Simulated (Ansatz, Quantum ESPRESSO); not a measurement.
# KBr (Fm-3m): Raman and infrared activity, part 2 of 3

Aim: Raman and infrared lines of KBr (Fm-3m).

Quantum ESPRESSO 8.0 development, patched; DFT LDA, scalar-relativistic, plane waves, PseudoDojo norm-conserving pseudopotentials.

So far. Step 2 (A first look): A gap of 4.0 eV opens on this mesh, so the crystal is taken as an insulator; the start stands at -1.7 GPa. Step 4 (Ground state): The cell stands at -0.004 GPa, close enough for phonons. The relaxed cell has a = 6.370 Å (conventional setting).

**5. Zone-centre response**

At q = 0 one unit cell holds all displacements; symmetry groups them into irreducible representations that are solved one by one. The response to a field gives ε∞ and the Born charges, which polar modes need. Third-order response adds the Raman tensors.

The input, ph.in:

```
phonons
&INPUTPH
  prefix = 'x'
  outdir = './tmp'
  fildyn = 'g.dyn'
  tr2_ph = 1.0d-18
  epsil  = .true.
  lraman = .true.
  elop   = .true.
/
0.000000000000 0.000000000000 0.000000000000
```

Command:

```console
OMP_NUM_THREADS=1 mpirun -n 2 ph.x -nk 2 -in ph.in > ph.out
```

Log:

```text
[banners, grids, parts of the stress and lines that vanish by symmetry left out]
[banner, memory and clock lines left out]
Program PHONON v.8.0dev

     Dynamical matrices for q-points given in input
     (   1q-points):
       N         xq(1)         xq(2)         xq(3)
       1   0.000000000   0.000000000   0.000000000

     ./tmp/x.save/

     IMPORTANT: XC functional enforced from input :
     Exchange-correlation= PW
                           (   1   4   0   0   0   0   0)
     Any further DFT definition will be discarded
     Please, verify this is what you really want

     G-vector sticks info

     Reading collected, re-writing distributed wavefunctions in ./tmp/

     Number and degeneracy of irreps per q-point
       N         xq(1)         xq(2)         xq(3)   N irreps
       1   0.000000000   0.000000000   0.000000000       2
        3   3

     Calculation of q =    0.0000000   0.0000000   0.0000000

     phonons

     bravais-lattice index     =            0
     lattice parameter (alat)  =       8.5117  a.u.
     unit-cell volume          =     436.0406 (a.u.)^3
     number of atoms/cell      =            2
     number of atomic types    =            2
     kinetic-energy cut-off    =      72.0000  Ry
     charge density cut-off    =     288.0000  Ry
     convergence threshold     =      1.0E-18
     beta                      =       0.7000
     number of iterations used =            4
     Exchange-correlation= PW
                           (   1   4   0   0   0   0   0)

     celldm(1)=    8.51165  celldm(2)=    0.00000  celldm(3)=    0.00000
     celldm(4)=    0.00000  celldm(5)=    0.00000  celldm(6)=    0.00000

     crystal axes: (cart. coord. in units of alat)
               a(1) = ( -0.7071  0.0000  0.7071 )
               a(2) = (  0.0000  0.7071  0.7071 )
               a(3) = ( -0.7071  0.7071  0.0000 )

     reciprocal axes: (cart. coord. in units 2 pi/alat)
               b(1) = ( -0.7071 -0.7071  0.7071 )
               b(2) = (  0.7071  0.7071  0.7071 )
               b(3) = ( -0.7071  0.7071 -0.7071 )

     Atoms inside the unit cell:

     Cartesian axes

     site n.  atom      mass           positions (alat units)
        1  K      39.0983   tau(    1) = (    0.00000    0.00000    0.00000  )
        2  Br     79.9040   tau(    2) = (   -0.70711    0.70711    0.70711  )

     Computing dynamical matrix for
                    q = (   0.0000000   0.0000000   0.0000000 )

     49 Sym.Ops. (with q -> -q+G )

     G cutoff =  528.5191  (  35845 G-vectors)     FFT grid: ( 45, 45, 45)
     number of k points=    16
                       cart. coord. in units 2pi/alat
        k(    1) = (   0.0000000   0.0000000   0.0000000), wk =   0.0092593
        k(    2) = (  -0.1178511   0.1178511  -0.1178511), wk =   0.0740741
        k(    3) = (  -0.2357023   0.2357023  -0.2357023), wk =   0.0740741
        [... further k-points left out ...]

     PseudoPot. # 1 for K  read from file:
     ./pseudo/K.upf
     Pseudo is Norm-conserving + core correction, Zval =  9.0

     PseudoPot. # 2 for Br read from file:
     ./pseudo/Br.upf
     Pseudo is Norm-conserving + core correction, Zval =  7.0

     Mode symmetry, O_h (m-3m)  point group:

     Electric field:
     Dielectric constant
     Born effective charges as d Force / d E
     Raman tensor
     Electro-optic tensor

     Atomic displacements:
     There are    2 irreducible representations

     Representation     1      3 modes -  To be done

     Representation     2      3 modes -  To be done

     Alpha used in Ewald sum =   2.8000

     Electric Fields Calculation

     The passes end when |ddv_scf|^2 is under  6.1E-20 (on this mesh; tr2_ph alone asks  1.0E-18)

      iter #   1   av.it.:   7.0
      thresh= 1.000E-02 alpha_mix =  0.700 |ddv_scf|^2 =  1.183E-07

      [... iterations left out ...]
      iter #   9   av.it.:  12.0
      thresh= 2.994E-11 alpha_mix =  0.700 |ddv_scf|^2 =  6.783E-21

     End of electric fields calculation

          Dielectric constant in cartesian axis

          (       2.761610838      -0.000000000      -0.000000000 )
          (      -0.000000000       2.761610838       0.000000000 )
          (      -0.000000000      -0.000000000       2.761610838 )

          Effective charges (d Force / dE) in cartesian axis without acoustic sum rule applied (asr)

           atom    1  K     Mean Z*:        1.10218
      Ex  (        1.10218       -0.00000       -0.00000 )
      Ey  (       -0.00000        1.10218        0.00000 )
      Ez  (       -0.00000        0.00000        1.10218 )
           atom    2  Br    Mean Z*:       -1.10260
      Ex  (       -1.10260       -0.00000        0.00000 )
      Ey  (       -0.00000       -1.10260       -0.00000 )
      Ez  (        0.00000       -0.00000       -1.10260 )

          Effective charges Sum: Mean:       -0.00042
             -0.00042       -0.00000       -0.00000
             -0.00000       -0.00042        0.00000
             -0.00000        0.00000       -0.00042

          Effective charges (d Force / dE) in cartesian axis with asr applied:
           atom    1  K     Mean Z*:        1.10239
      E*x (        1.10239       -0.00000       -0.00000 )
      E*y (        0.00000        1.10239        0.00000 )
      E*z (       -0.00000        0.00000        1.10239 )
           atom    2  Br    Mean Z*:       -1.10239
      E*x (       -1.10239        0.00000        0.00000 )
      E*y (       -0.00000       -1.10239       -0.00000 )
      E*z (        0.00000       -0.00000       -1.10239 )

     Calling punch_plot_e
     Writing on file  drho

     Computing Pc [DH,Drho] |psi>

     Derivative coefficient:  0.001000    Threshold: 1.00E-12
     Message from routine dhdrhopsi:
     some bands at k + dk did not converge to eth_ns: the Raman tensors may be inaccurate, compare with a run at another eth_ns or dek
     Non-scf  u_k: avg # of iterations = 19.1
     Non-scf Du_k: avg # of iterations = 30.1

          Dielectric constant from finite-differences

          (       2.761623893      -0.000000000       0.000000000 )
          (      -0.000000000       2.761623893      -0.000000000 )
          (       0.000000000       0.000000000       2.761623893 )

              Electro-optic tensor is defined as
            the derivative of the dielectric tensor
              with respect to one electric field
                 units are Rydberg a.u.

            to obtain the static chi^2 multiply by 1/2

            to convert to pm/Volt multiply per 2.7502

          Electro-optic tensor in cartesian axis:

          (       0.000000000      -0.000000000       0.000000000 )
          (      -0.000000000       0.000000000      -0.000000000 )
          (       0.000000000       0.000000000       0.000000000 )

          (      -0.000000000      -0.000000000       0.000000000 )
          (      -0.000000000      -0.000000000       0.000000000 )
          (      -0.000000000       0.000000000      -0.000000000 )

          (       0.000000000       0.000000000       0.000000000 )
          (       0.000000000       0.000000000       0.000000000 )
          (       0.000000000      -0.000000000       0.000000000 )

          Electro-optic tensor: contribution #   1

          (       0.000000000      -0.000000000       0.000000000 )
          (      -0.000000000      -0.000000000       0.000000000 )
          (       0.000000000      -0.000000000       0.000000000 )

          (       0.000000000       0.000000000      -0.000000000 )
          (       0.000000000       0.000000000      -0.000000000 )
          (       0.000000000       0.000000000       0.000000000 )

          (      -0.000000000      -0.000000000       0.000000000 )
          (      -0.000000000      -0.000000000       0.000000000 )
          (       0.000000000      -0.000000000      -0.000000000 )

          Electro-optic tensor: contribution #   2

          (       0.000000000       0.000000000      -0.000000000 )
          (      -0.000000000       0.000000000      -0.000000000 )
          (       0.000000000      -0.000000000      -0.000000000 )

          (      -0.000000000      -0.000000000      -0.000000000 )
          (      -0.000000000      -0.000000000      -0.000000000 )
          (       0.000000000      -0.000000000      -0.000000000 )

          (      -0.000000000       0.000000000       0.000000000 )
          (      -0.000000000       0.000000000      -0.000000000 )
          (       0.000000000      -0.000000000       0.000000000 )

     Computing Second order response

      iter #   1   av.it.:   9.1
      thresh= 1.000E-02 alpha_mix =  0.700 |ddv_scf|^2 =  4.368E-07

      [... iterations left out ...]
      iter #  10   av.it.:  12.2
      thresh= 1.270E-11 alpha_mix =  0.700 |ddv_scf|^2 =  1.337E-21

          Raman tensor (au^-1) in cartesian axis

           atom      1
          (      -0.000000000      -0.000000000       0.000000000 )
          (      -0.000000000      -0.000000000       0.000000000 )
          (       0.000000000       0.000000000      -0.000000000 )

          (      -0.000000000       0.000000000      -0.000000000 )
          (       0.000000000       0.000000000      -0.000000000 )
          (      -0.000000000      -0.000000000       0.000000000 )

          (       0.000000000      -0.000000000       0.000000000 )
          (      -0.000000000      -0.000000000       0.000000000 )
          (       0.000000000       0.000000000      -0.000000000 )

           atom      2
          (       0.000000000       0.000000000      -0.000000000 )
          (       0.000000000       0.000000000       0.000000000 )
          (       0.000000000      -0.000000000      -0.000000000 )

          (       0.000000000       0.000000000      -0.000000000 )
          (       0.000000000       0.000000000       0.000000000 )
          (      -0.000000000      -0.000000000      -0.000000000 )

          (       0.000000000      -0.000000000       0.000000000 )
          (       0.000000000      -0.000000000      -0.000000000 )
          (       0.000000000       0.000000000       0.000000000 )

     Raman tensor (A^2)

     atom #    1    pol.  1
     -0.177604815334E-21     -0.336265117032E-22      0.208863262833E-21
     -0.367049951690E-21     -0.465561422596E-21      0.383152788281E-21
      0.383152788281E-21      0.648375979179E-21     -0.503450449867E-21
     atom #    1    pol.  2
     -0.359472146236E-21      0.573071537478E-22     -0.367049951690E-21
      0.876183755648E-22      0.261907901013E-21     -0.162449204426E-21
[...]
atom #    1    pol.  3
[...]
atom #    2    pol.  1
[...]
atom #    2    pol.  2
[...]
atom #    2    pol.  3
[...]
0.335317891351E-21      0.236806420445E-21      0.479296194981E-21

     Representation #   1 modes #   1   2   3

     Self-consistent Calculation

     The passes end when |ddv_scf|^2 is under  6.1E-20 (on this mesh; tr2_ph alone asks  1.0E-18)

      iter #   1   av.it.:   6.1
      thresh= 1.000E-02 alpha_mix =  0.700 |ddv_scf|^2 =  1.269E-07

      [... iterations left out ...]
      iter #   8   av.it.:  12.2
      thresh= 5.395E-10 alpha_mix =  0.700 |ddv_scf|^2 =  3.491E-20

     End of self-consistent calculation

     Convergence has been achieved

     Representation #   2 modes #   4   5   6

     Self-consistent Calculation

     The passes end when |ddv_scf|^2 is under  6.1E-20 (on this mesh; tr2_ph alone asks  1.0E-18)

      iter #   1   av.it.:   7.6
      thresh= 1.000E-02 alpha_mix =  0.700 |ddv_scf|^2 =  5.080E-07

      [... iterations left out ...]
      iter #   8   av.it.:  12.7
      thresh= 4.921E-10 alpha_mix =  0.700 |ddv_scf|^2 =  1.636E-20

     End of self-consistent calculation

     Convergence has been achieved

     Number of q in the star =    1
     List of q in the star:
          1   0.000000000   0.000000000   0.000000000

          Dielectric constant in cartesian axis

          (       2.761610838      -0.000000000      -0.000000000 )
          (      -0.000000000       2.761610838       0.000000000 )
          (      -0.000000000      -0.000000000       2.761610838 )

          Effective charges (d Force / dE) in cartesian axis without acoustic sum rule applied (asr)

           atom    1  K     Mean Z*:        1.10218
      Ex  (        1.10218       -0.00000       -0.00000 )
      Ey  (       -0.00000        1.10218        0.00000 )
      Ez  (       -0.00000        0.00000        1.10218 )
           atom    2  Br    Mean Z*:       -1.10260
      Ex  (       -1.10260       -0.00000        0.00000 )
      Ey  (       -0.00000       -1.10260       -0.00000 )
      Ez  (        0.00000       -0.00000       -1.10260 )

          Effective charges Sum: Mean:       -0.00042
             -0.00042       -0.00000       -0.00000
             -0.00000       -0.00042        0.00000
             -0.00000        0.00000       -0.00042

          Effective charges (d Force / dE) in cartesian axis with asr applied:
           atom    1  K     Mean Z*:        1.10239
      E*x (        1.10239       -0.00000       -0.00000 )
      E*y (        0.00000        1.10239        0.00000 )
      E*z (       -0.00000        0.00000        1.10239 )
           atom    2  Br    Mean Z*:       -1.10239
      E*x (       -1.10239        0.00000        0.00000 )
      E*y (       -0.00000       -1.10239       -0.00000 )
      E*z (        0.00000       -0.00000       -1.10239 )

     Diagonalizing the dynamical matrix

     q = (    0.000000000   0.000000000   0.000000000 )

 **************************************************************************
     freq (    1) =      -0.004867 [THz] =      -0.162337 [cm-1]
     freq (    2) =      -0.004867 [THz] =      -0.162337 [cm-1]
     freq (    3) =      -0.004867 [THz] =      -0.162337 [cm-1]
     freq (    4) =       3.899227 [THz] =     130.064199 [cm-1]
     freq (    5) =       3.899227 [THz] =     130.064199 [cm-1]
     freq (    6) =       3.899227 [THz] =     130.064199 [cm-1]
 **************************************************************************

     Mode symmetry, O_h (m-3m)  point group:

     freq (   1-   3) =         -0.2  [cm-1]   --> T_1u G_15  G_4- I
     freq (   4-   6) =        130.1  [cm-1]   --> T_1u G_15  G_4- I
```

Run time: 5.5 min. Hardware: 2 MPI ranks of Intel Xeon Platinum 8375C at 2.90GHz (Ice Lake), shared host; 11 min of CPU time.

This step gave:

- miss of the charge sum rule: 4.20e-4 e
- largest acoustic frequency at the zone centre before the sum rule: -0.16 cm⁻¹
- highest optical zone-centre mode (no LO-TO term): 130.1 cm⁻¹
- lowest optical zone-centre mode: 130.1 cm⁻¹
- mean high-frequency dielectric constant: 2.762
- largest Born charge in size (third of the trace): 1.103 e

Born charge (rows field, columns displacement), before the sum rule (e), principal values of the symmetric part by kind of site:

| atom | atoms with these values | low | middle | high | mean |
| --- | --- | --- | --- | --- | --- |
| K1 | 1 | 1.10 | 1.10 | 1.10 | 1.10 |
| Br2 | 1 | -1.10 | -1.10 | -1.10 | -1.10 |

In full for K1:

```
1.10 0.00 0.00
0.00 1.10 0.00
0.00 0.00 1.10
```

High-frequency dielectric tensor:

```
2.76 0.00 0.00
0.00 2.76 0.00
0.00 0.00 2.76
```

The acoustic modes at Γ come out as far as 0.2 cm⁻¹ from zero, where they should vanish, a small numerical error; the Born charges miss their sum rule by 4.2e-4 e, which is good.

**6. Modes with the sum rule**

A rigid shift of the crystal must cost nothing, but grids and finite bases break this; the acoustic sum rule is imposed before the matrix is diagonalised again. With Born charges the intensities follow, and the static dielectric tensor.

The input, dynmat.in:

```
&INPUT
  fildyn = 'g.dyn'
  asr    = 'simple'
  fileig = 'dynmat.eig'
  lperm  = .true.
/
```

Command:

```console
dynmat.x -in dynmat.in > dynmat.out
```

Log:

```text
[banner, memory and clock lines left out]
Program DYNMAT v.8.0dev

     Reading Dynamical Matrix from file g.dyn
     ...Force constants read
     ...epsilon and Z* read
     ...Raman cross sections read
     A direction for q was not specified:TO-LO splitting will be absent

     Polarizability (A^3 units)
     multiply by 0.630039 for Clausius-Mossotti correction (not under assume_isolated = 'mt')
         9.057961   -0.000000   -0.000000
        -0.000000    9.057961   -0.000000
        -0.000000    0.000000    9.057961

     IR activities are in (D/A)^2/amu units

# mode   [cm-1]    [THz]      IR
    1     -0.00   -0.0000    0.0000
    2     -0.00   -0.0000    0.0000
    3      0.00    0.0000    0.0000
    4    130.06    3.8992    1.0680
    5    130.06    3.8992    1.0680
    6    130.06    3.8992    1.0680

Electronic dielectric permittivity tensor (relative, adimensional)
         2.761611   -0.000000   -0.000000
        -0.000000    2.761611   -0.000000
        -0.000000    0.000000    2.761611

 ... with zone-center polar mode contributions
         4.845524   -0.000000    0.000000
        -0.000000    4.845524    0.000000
         0.000000    0.000000    4.845524
```

Wall time 0.59 s (1 thread).

Read from the output:

```
mean static dielectric constant : 4.846
```

Unit eigenvectors of the mass-weighted matrix after the sum rule; no LO-TO term. The modes at Γ (shares of kinetic energy by element, %):

| mode | frequency (cm⁻¹) | symmetry | K % | Br % |
| --- | --- | --- | --- | --- |
| 1 | 0.0 | acoustic | 33 | 67 |
| 2 | 0.0 | acoustic | 33 | 67 |
| 3 | 0.0 | acoustic | 33 | 67 |
| 4 | 130.1 | T1u | 67 | 33 |
| 5 | 130.1 | T1u | 67 | 33 |
| 6 | 130.1 | T1u | 67 | 33 |

Displacements in mode 6 (130.1 cm⁻¹), the largest set to 1:
```
K1   0.00  0.00  1.00
Br2  0.00  0.00 -0.49
```

Degenerate modes summed, no LO-TO term. Infrared lines, with heights relative to the strongest:

| position (cm⁻¹) | lines merged | label | IR intensity, relative |
| --- | --- | --- | --- |
| 130 | 3 | T1u | 100 |

Static dielectric tensor (ions relaxed, fixed cell):

```
4.85 0.00 0.00
0.00 4.85 0.00
0.00 0.00 4.85
```

The rule moves no optical mode by more than 0.1 cm⁻¹.

**7. Sum rules set otherwise (asr crystal)**

The rule can be imposed in more than one way; the choices should agree where the raw error is small.

The input, dynmat.in:

```
&INPUT
  fildyn = 'g.dyn'
  asr    = 'crystal'
  fileig = 'dynmat.eig'
  lperm  = .true.
/
```

Command:

```console
dynmat.x -in dynmat.in > dynmat.out
```

Log:

```text
[banner, memory and clock lines left out]
Program DYNMAT v.8.0dev

     Reading Dynamical Matrix from file g.dyn
     ...Force constants read
     ...epsilon and Z* read
     ...Raman cross sections read
     Acoustic Sum Rule: || Z*(ASR) - Z*(orig)|| =    5.198301E-04
     Acoustic Sum Rule: ||dyn(ASR) - dyn(orig)||=    2.068043E-06
     A direction for q was not specified:TO-LO splitting will be absent

     Polarizability (A^3 units)
     multiply by 0.630039 for Clausius-Mossotti correction (not under assume_isolated = 'mt')
         9.057961   -0.000000   -0.000000
        -0.000000    9.057961   -0.000000
        -0.000000    0.000000    9.057961

     IR activities are in (D/A)^2/amu units

# mode   [cm-1]    [THz]      IR
    1     -0.00   -0.0000    0.0000
    2     -0.00   -0.0000    0.0000
    3     -0.00   -0.0000    0.0000
    4    130.06    3.8992    1.0680
    5    130.06    3.8992    1.0680
    6    130.06    3.8992    1.0680

Electronic dielectric permittivity tensor (relative, adimensional)
         2.761611   -0.000000   -0.000000
        -0.000000    2.761611   -0.000000
        -0.000000    0.000000    2.761611

 ... with zone-center polar mode contributions
         4.845527    0.000000    0.000000
         0.000000    4.845527    0.000000
         0.000000    0.000000    4.845527
```

Elapsed: 0.57 s, on 1 thread.

Zone-centre frequencies as printed; negative means imaginary. Modes:

| mode | frequency (cm⁻¹) |
| --- | --- |
| 1 | 0 |
| 2 | 0 |
| 3 | 0 |
| 4 | 130.1 |
| 5 | 130.1 |
| 6 | 130.1 |

Against the first rule no mode moves by more than 0.1 cm⁻¹.

(Part 2 of 3 ends here.)

[Host names and launcher messages were left out of these logs when they were recorded.]

[Logs are printed without paths, hosts, clocks, repeated set-up lines and the standing remarks that a program may print on its own settings, such as how far it seeks lower states.]

[Hosts, paths, dates, database ids (printed as entryN), source tags and the programs' standing remarks are cut or masked in the printed files.]
